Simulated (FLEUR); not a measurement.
# How the volume moves the moments of FePt (Tetraferroplatinum), part 2 of 2

How does the volume change the magnetic state of FePt (Tetraferroplatinum)?

FLEUR MaX-R8.1; PBE; all-electron FLAPW, Dirac cores, scalar-relativistic bands.

So far, largest spin moment in the muffin-tin sphere (μB): step 2 (factor 1, start ferro +) 2.99; step 3 (factor 1, start antiferro q=(0,1/2,0) +-) 2.93.

## 4. Factor 1, start no spin polarisation

The k list default-1 (kpts.xml, not shown) is a Γ-centred 10×10×10 mesh.

Input file inp.xml:

```
<?xml version="1.0" encoding="UTF-8" standalone="no"?>
<fleurInput fleurInputVersion="0.39">
   <comment>
      FePt
   </comment>
   <calculationSetup>
      <cutoffs Kmax="3.6" Gmax="10.8" GmaxXC="10.8" numbands="0"/>
      <scfLoop itmax="110" minDistance="0.00002" maxIterBroyd="15" imix="Anderson" alpha="0.05" precondParam="0.0" spinf="2.0" sdNocoIR="T"/>
      <coreElectrons ctail="T" frcor="F" kcrel="0" coretail_lmax="0"/>
      <xcFunctional name="pbe" relativisticCorrections="F"/>
      <magnetism jspins="1"/>
      <soc l_soc="F" theta="0.0" phi="0.0" spav="F"/>
      <expertModes spex="0" secvar="F"/>
      <geometryOptimization l_f="F" forcealpha="1.0" forcemix="BFGS" epsdisp="0.00001" epsforce="0.00001"/>
      <ldaU l_linMix="F" mixParam="0.05" spinf="1.0"/>
   </calculationSetup>
   <cell>
      <bzIntegration valenceElectrons="32.0" mode="hist" fermiSmearingEnergy="0.00183747">
         <kPointListSelection listName="default-1"/>
         <xi:include xmlns:xi="http://www.w3.org/2001/XInclude" href="kpts.xml"> </xi:include>
      </bzIntegration>
      <xi:include xmlns:xi="http://www.w3.org/2001/XInclude" href="sym.xml"> </xi:include>
      <bulkLattice scale="1.0">
         <bravaisMatrix>
            <row-1>    5.1466691003480998     0.0000000000000000     0.0000000000000000</row-1>
            <row-2>    0.0000000000000000     5.1466691003480998     0.0000000000000000</row-2>
            <row-3>    0.0000000000000000     0.0000000000000000     7.0297811835120001</row-3>
         </bravaisMatrix>
      </bulkLattice>
   </cell>
   <atomSpecies>
      <species name="Iron (Fe)" element="Fe" atomicNumber="26">
         <mtSphere radius="2.36" gridPoints="781" logIncrement="0.016"/>
         <atomicCutoffs lmax="8" lnonsphr="6"/>
         <electronConfig flipSpins="F">
            <coreConfig>(1s1/2) (2s1/2) (2p1/2) (2p3/2)</coreConfig>
            <valenceConfig>(3s1/2) (3p1/2) (3p3/2) (4s1/2) (3d3/2) (3d5/2)</valenceConfig>
            <stateOccupation state="(3d3/2)" spinUp="1.200000" spinDown="1.200000"/>
            <stateOccupation state="(3d5/2)" spinUp="1.800000" spinDown="1.800000"/>
         </electronConfig>
         <energyParameters s="4" p="4" d="3" f="4"/>
         <lo type="SCLO" l="0" n="3" eDeriv="0"/>
         <lo type="SCLO" l="1" n="3" eDeriv="0"/>
      </species>
      <species name="Platinum (Pt)" element="Pt" atomicNumber="78">
         <mtSphere radius="2.36" gridPoints="781" logIncrement="0.017"/>
         <atomicCutoffs lmax="8" lnonsphr="6"/>
         <electronConfig flipSpins="F">
            <coreConfig>(1s1/2) (2s1/2) (2p1/2) (2p3/2) (3s1/2) (3p1/2) (3p3/2) (4s1/2) (3d3/2) (3d5/2) (4p1/2) (4p3/2) (5s1/2) (4d3/2) (4d5/2) (4f5/2) (4f7/2)</coreConfig>
            <valenceConfig>(5p1/2) (5p3/2) (6s1/2) (5d3/2) (5d5/2)</valenceConfig>
            <stateOccupation state="(6s1/2)" spinUp="0.500000" spinDown="0.500000"/>
            <stateOccupation state="(5d3/2)" spinUp="1.800000" spinDown="1.800000"/>
            <stateOccupation state="(5d5/2)" spinUp="2.700000" spinDown="2.700000"/>
         </electronConfig>
         <energyParameters s="6" p="6" d="5" f="5"/>
         <lo type="SCLO" l="1" n="5" eDeriv="0"/>
      </species>
   </atomSpecies>
   <atomGroups>
      <atomGroup species="Iron (Fe)">
         <relPos label="                   1">.0000000000 .0000000000 .0000000000</relPos>
         <force calculate="T" relaxXYZ="TTT"/>
      </atomGroup>
      <atomGroup species="Platinum (Pt)">
         <relPos label="                   2">1.000/2.000 1.000/2.000 1.000/2.000</relPos>
         <force calculate="T" relaxXYZ="TTT"/>
      </atomGroup>
   </atomGroups>
   <output dos="F" band="F" slice="F">
      <bandDOS minEnergy="-.5*Htr" maxEnergy="0.5*Htr" sigma="0.015" storeEVData="T"/>
      <plotting iplot="0" polar="F">
         <plot TwoD="T" vec1="  1.0  0.0  0.0" vec2="  0.0  1.0  0.0" vec3="  0.0  0.0  1.0" zero="  0.0  0.0  0.0" file="plot"/>
      </plotting>
      <moessbauerParams electricFieldGradient="F" isomerShift="F" coreHyperfine="F" valenceHyperfine="F"/>
   </output>
</fleurInput>
```

Input file crystal.txt:

```
FePt
&input film=F cartesian=F /
2.72350000000  0.00000000000  0.00000000000
0.00000000000  2.72350000000  0.00000000000
0.00000000000  0.00000000000  3.72000000000
1.8897261246
1.0 1.0 1.0

2
26 0.00000000000  0.00000000000  0.00000000000
78 0.50000000000  0.50000000000  0.50000000000

&kpt div1=10 div2=10 div3=10 gamma=T /
```

On the command line:

```console
$ OMP_NUM_THREADS=1 inpgen -f crystal.txt > inpgen.log  # inp.xml is then edited as shown
$ OMP_NUM_THREADS=1 mpirun -n 8 fleur_MPI > fleur.log
```

Output:

```text
[banner, memory and clock lines left out]
Welcome to FLEUR        (www.flapw.de)
      MaX-Release 8.1          (www.max-centre.eu)

 ========== k-point set info ==========
 Selected k-point list: default-1
 k-point list type: mesh
 0 x 0 x 0
 Number of k points: 128

 [... set-up left out ...]
 Iteration:     1   Distance:      58.70787949 me/bohr^3
 Iteration:     2   Distance:      19.01223451 me/bohr^3
 Iteration:     3   Distance:      16.07277938 me/bohr^3
 Iteration:     4   Distance:       9.82660463 me/bohr^3
 Iteration:     5   Distance:       5.96535983 me/bohr^3
[...]
<FermiEnergy value="0.4357893427" units="Htr"/>
         [... left out ...]
         <totalEnergy value="   -19719.5194709945" units="Htr">
            <sumOfEigenvalues value="   -12061.3340290475">
               <coreElectrons value="-12043.4603988613"/>
               <valenceElectrons value="-17.8736301862"/>
            </sumOfEigenvalues>
         [... left out ...]
            <freeEnergy value="-19719.5207626102"/>
            <extrapolationTo0K value="-19719.5201168023"/>
         </totalEnergy>
         <densityConvergence units="me/bohr^3">
            <chargeDensity spin="1" distance="0.0000108899"/>
         </densityConvergence>
      </iteration>
```

Run time: 9.8 s. Hardware: 8 MPI ranks of AMD EPYC 7B13 (Zen 3), shared host; peak memory 0.38 GiB; 76 s of CPU time.

Numbers from this step:

| Quantity | Value |
| --- | --- |
| free energy | -536595.4961 eV |
| program's band gap on this mesh (in a metal only a level spacing) | 0.001981 eV |
| final state | non-magnetic (no spin polarisation) |

## 5. Factor 1.12, start ferro +

The farthest finished point is shown in full.

Edit inp.xml of step 4 so:

```diff
@@ -10,3 +10,3 @@
       <xcFunctional name="pbe" relativisticCorrections="F"/>
-      <magnetism jspins="1"/>
+      <magnetism jspins="2"/>
       <soc l_soc="F" theta="0.0" phi="0.0" spav="F"/>
@@ -24,5 +24,5 @@
          <bravaisMatrix>
-            <row-1>    5.1466691003480998     0.0000000000000000     0.0000000000000000</row-1>
-            <row-2>    0.0000000000000000     5.1466691003480998     0.0000000000000000</row-2>
-            <row-3>    0.0000000000000000     0.0000000000000000     7.0297811835120001</row-3>
+            <row-1>    5.3448097895883810     0.0000000000000000     0.0000000000000000</row-1>
+            <row-2>    0.0000000000000000     5.3448097895883810     0.0000000000000000</row-2>
+            <row-3>    0.0000000000000000     0.0000000000000000     7.3004194665810314</row-3>
          </bravaisMatrix>
@@ -31,3 +31,3 @@
    <atomSpecies>
-      <species name="Iron (Fe)" element="Fe" atomicNumber="26">
+      <species name="Iron (Fe) 2.800" element="Fe" atomicNumber="26">
          <mtSphere radius="2.36" gridPoints="781" logIncrement="0.016"/>
@@ -37,4 +37,4 @@
             <valenceConfig>(3s1/2) (3p1/2) (3p3/2) (4s1/2) (3d3/2) (3d5/2)</valenceConfig>
-            <stateOccupation state="(3d3/2)" spinUp="1.200000" spinDown="1.200000"/>
-            <stateOccupation state="(3d5/2)" spinUp="1.800000" spinDown="1.800000"/>
+            <stateOccupation state="(3d3/2)" spinUp="1.4" spinDown="1.0"/>
+            <stateOccupation state="(3d5/2)" spinUp="3.0" spinDown="0.6"/>
          </electronConfig>
@@ -59,3 +59,3 @@
    <atomGroups>
-      <atomGroup species="Iron (Fe)">
+      <atomGroup species="Iron (Fe) 2.800">
          <relPos label="                   1">.0000000000 .0000000000 .0000000000</relPos>
```

Input file crystal.txt:

```
FePt
&input film=F cartesian=F /
2.82835153730  0.00000000000  0.00000000000
0.00000000000  2.82835153730  0.00000000000
0.00000000000  0.00000000000  3.86321561180
1.8897261246
1.0 1.0 1.0

2
26 0.00000000000  0.00000000000  0.00000000000 : 2.800
78 0.50000000000  0.50000000000  0.50000000000

&kpt div1=10 div2=10 div3=10 gamma=T /
```

Output:

```text
[banner, memory and clock lines left out]
Welcome to FLEUR        (www.flapw.de)
      MaX-Release 8.1          (www.max-centre.eu)

 ========== k-point set info ==========
 Selected k-point list: default-1
 k-point list type: mesh
 0 x 0 x 0
 Number of k points: 128

 [... set-up left out ...]
 Iteration:     1   Distance:      38.28092120 me/bohr^3
 Iteration:     2   Distance:      13.57558252 me/bohr^3
 Iteration:     3   Distance:      11.79059503 me/bohr^3
 Iteration:     4   Distance:      10.02231774 me/bohr^3
 Iteration:     5   Distance:       9.93873401 me/bohr^3
[...]
<sumOfEigenvalues value="   -12066.0984414530">
               <coreElectrons value="-12046.3571341424"/>
               <valenceElectrons value="-19.7413073106"/>
            </sumOfEigenvalues>
         [... left out ...]
            <freeEnergy value="-19719.5426983248"/>
            <extrapolationTo0K value="-19719.5425074770"/>
         </totalEnergy>
         <densityConvergence units="me/bohr^3">
            <chargeDensity spin="1" distance="0.0000080719"/>
            <chargeDensity spin="2" distance="0.0000082005"/>
            <overallChargeDensity distance="0.0000135582"/>
            <spinDensity distance="0.0000089992"/>
         </densityConvergence>
      </iteration>
```

The job ended after 17 s (8 MPI ranks; peak memory 0.42 GiB; 2.2 min of CPU time).

Spin moment in the muffin-tin sphere by atom:

```tsv
atom	spin moment in the muffin-tin sphere (μB)
Fe1	3.15
Pt2	0.40
```

Numbers from this step:

```yaml
free_energy: -536596.0930 eV
program_s_band_gap_on_this_mesh_in_a_metal_only_a_level_spacing: 0.001459 eV
magnetization: 3.465 μB
final_state: ferromagnetic
```

After 24 cycles the largest moment stands at 3.15 μB.

## 6. Factor 1.12, start antiferro q=(0,1/2,0) +-

The k list default-1 (kpts.xml, not shown) is a Γ-centred 10×5×10 mesh.

Edit inp.xml of step 5 so:

```diff
@@ -17,3 +17,3 @@
    <cell>
-      <bzIntegration valenceElectrons="32.0" mode="hist" fermiSmearingEnergy="0.00183747">
+      <bzIntegration valenceElectrons="64.0" mode="hist" fermiSmearingEnergy="0.00183747">
          <kPointListSelection listName="default-1"/>
@@ -25,3 +25,3 @@
             <row-1>    5.3448097895883810     0.0000000000000000     0.0000000000000000</row-1>
-            <row-2>    0.0000000000000000     5.3448097895883810     0.0000000000000000</row-2>
+            <row-2>    0.0000000000000000    10.6896195791767621     0.0000000000000000</row-2>
             <row-3>    0.0000000000000000     0.0000000000000000     7.3004194665810314</row-3>
@@ -39,2 +39,15 @@
             <stateOccupation state="(3d5/2)" spinUp="3.0" spinDown="0.6"/>
+         </electronConfig>
+         <energyParameters s="4" p="4" d="3" f="4"/>
+         <lo type="SCLO" l="0" n="3" eDeriv="0"/>
+         <lo type="SCLO" l="1" n="3" eDeriv="0"/>
+      </species>
+      <species name="Iron (Fe) -2.800" element="Fe" atomicNumber="26">
+         <mtSphere radius="2.36" gridPoints="781" logIncrement="0.016"/>
+         <atomicCutoffs lmax="8" lnonsphr="6"/>
+         <electronConfig flipSpins="F">
+            <coreConfig>(1s1/2) (2s1/2) (2p1/2) (2p3/2)</coreConfig>
+            <valenceConfig>(3s1/2) (3p1/2) (3p3/2) (4s1/2) (3d3/2) (3d5/2)</valenceConfig>
+            <stateOccupation state="(3d3/2)" spinUp="1.0" spinDown="1.4"/>
+            <stateOccupation state="(3d5/2)" spinUp="0.6" spinDown="3.0"/>
          </electronConfig>
@@ -63,4 +76,9 @@
       </atomGroup>
+      <atomGroup species="Iron (Fe) -2.800">
+         <relPos label="                   2">.0000000000 1.000/2.000 .0000000000</relPos>
+         <force calculate="T" relaxXYZ="TTT"/>
+      </atomGroup>
       <atomGroup species="Platinum (Pt)">
-         <relPos label="                   2">1.000/2.000 1.000/2.000 1.000/2.000</relPos>
+         <relPos label="                   3">1.000/2.000 1.000/4.000 1.000/2.000</relPos>
+         <relPos label="                   4">1.000/2.000 -1.000/4.000 1.000/2.000</relPos>
          <force calculate="T" relaxXYZ="TTT"/>
```

Input file crystal.txt:

```
FePt
&input film=F cartesian=F /
2.82835153730  0.00000000000  0.00000000000
0.00000000000  5.65670307460  0.00000000000
0.00000000000  0.00000000000  3.86321561180
1.8897261246
1.0 1.0 1.0

4
26 0.00000000000  0.00000000000  0.00000000000 : 2.800
26 0.00000000000  0.50000000000  0.00000000000 : -2.800
78 0.50000000000  0.25000000000  0.50000000000
78 0.50000000000  0.75000000000  0.50000000000

&kpt div1=10 div2=5 div3=10 gamma=T /
```

Output:

```text
[banner, memory and clock lines left out]
Welcome to FLEUR        (www.flapw.de)
      MaX-Release 8.1          (www.max-centre.eu)

 ========== k-point set info ==========
 Selected k-point list: default-1
 k-point list type: mesh
 0 x 0 x 0
 Number of k points: 112

 [... set-up left out ...]
 Iteration:     1   Distance:      37.43325086 me/bohr^3
 Iteration:     2   Distance:      14.17605144 me/bohr^3
 Iteration:     3   Distance:      12.13804981 me/bohr^3
 Iteration:     4   Distance:       8.84095348 me/bohr^3
 Iteration:     5   Distance:       8.56319314 me/bohr^3
[...]
<sumOfEigenvalues value="   -24132.4450920955">
               <coreElectrons value="-24092.8934692931"/>
               <valenceElectrons value="-39.5516228025"/>
            </sumOfEigenvalues>
         [... left out ...]
            <freeEnergy value="-39439.0822631323"/>
            <extrapolationTo0K value="-39439.0816587982"/>
         </totalEnergy>
         <densityConvergence units="me/bohr^3">
            <chargeDensity spin="1" distance="0.0000119024"/>
            <chargeDensity spin="2" distance="0.0000119825"/>
            <overallChargeDensity distance="0.0000187545"/>
            <spinDensity distance="0.0000147907"/>
         </densityConvergence>
      </iteration>
```

Run time: 52 s. Hardware: 8 MPI ranks; peak memory 0.57 GiB; 6.9 min of CPU time.

Numbers from this step:

- free energy: -1073192.1006 eV
- program's band gap on this mesh (in a metal only a level spacing): 9.00e-9 eV
- magnetization: 0 μB
- final state: antiferromagnetic
- largest moment: 3.144 μB

After 28 cycles the largest moment stands at 3.14 μB.

## 7. All points

In all 27 runs were made at the factors 0.88, 0.91, 0.94, 0.97, 1, 1.03, 1.06, 1.09 and 1.12, of which 27 converged. The tables hold the factors at which the parallel start converged, and CPU times count converged runs alone. Differences are of free energies.

Final states:

```tsv
volume factor	ferro +	antiferro q=(0,1/2,0) +-	no spin polarisation	CPU time (s)
0.88	ferromagnetic	antiferromagnetic	non-magnetic	541.8
0.91	ferromagnetic	antiferromagnetic	non-magnetic	572.3
0.94	ferromagnetic	antiferromagnetic	non-magnetic	571.8
0.97	ferromagnetic	antiferromagnetic	non-magnetic	595
1	ferromagnetic	antiferromagnetic	non-magnetic	579.3
1.03	ferromagnetic	antiferromagnetic	non-magnetic	620.9
1.06	ferromagnetic	antiferromagnetic	non-magnetic	633.2
1.09	ferromagnetic	antiferromagnetic	non-magnetic	636
1.12	ferromagnetic	antiferromagnetic	non-magnetic	636.5
```

Table of energy over the lowest point, ferro + by volume factor:

```tsv
volume factor	energy over the lowest point, ferro + (meV a primitive cell)
0.8800	471
0.9100	272
0.9400	135
0.9700	48.4
1.0000	6.19
1.0300	0
1.0600	24.9
1.0900	73.8
1.1200	144
```

Largest sphere moment against volume factor:

```tsv
volume factor	ferro + (μB)	antiferro q=(0,1/2,0) +- (μB)
0.8800	2.75	2.56
0.9100	2.83	2.68
0.9400	2.89	2.78
0.9700	2.94	2.86
1.0000	2.99	2.93
1.0300	3.03	3.00
1.0600	3.07	3.05
1.0900	3.11	3.10
1.1200	3.15	3.14
```

Table of net moment, ferro + by volume factor:

```tsv
volume factor	net moment, ferro + (μB a primitive cell)
0.8800	3.10
0.9100	3.19
0.9400	3.25
0.9700	3.29
1.0000	3.33
1.0300	3.37
1.0600	3.41
1.0900	3.44
1.1200	3.47
```

The energy less that of the parallel start by volume factor; values in meV a seeded atom:

```tsv
volume factor	antiferro q=(0,1/2,0) +-	no spin polarisation
0.8800	-40.2	348
0.9100	-18.1	452
0.9400	-0.490	552
0.9700	12.8	646
1.0000	22.3	735
1.0300	29.5	819
1.0600	35.0	899
1.0900	39.4	975
1.1200	42.6	1046
```

## 8. What came out

```
largest moment, parallel start                         : 2.75 μB at 0.88, 3.15 μB at 1.12
net moment, parallel start                             : 3.10 to 3.47 μB a primitive cell
start antiferro q=(0,1/2,0) +- less the parallel start : -40.2 meV at 0.88, +42.6 meV at 1.12, a seeded atom
spinless run less the parallel start                   : +348.1 meV at 0.88, +1046.1 meV at 1.12, a seeded atom
```

**Reading.** The largest moment of the parallel start goes from 2.75 μB at 0.88 to 3.15 μB at 1.12. Its energy is least at 1.03 of the points run. The start antiferro q=(0,1/2,0) +- crosses the parallel start in energy between 0.94 and 0.97. The spinless run lies over the parallel start at every point where both finished. The opposed order is one of several, taken for its small cell; another can lie lower, so the scan does not name the ground state. Atoms were not relaxed at any point.

[Logs and program files are shortened in this print: banners, set-up blocks, solver, clock and traceback lines can be left out without a mark of their own.]

[Logs are printed without paths, hosts, clocks, repeated set-up lines and the standing remarks that a program may print on its own settings, such as how far it seeks lower states.]

[Hosts, paths, dates, database ids (printed as entryN), source tags and the programs' standing remarks are cut or masked in the printed files.]

[Where a cell is said to come from a database of computed structures, the database is the Materials Project.]
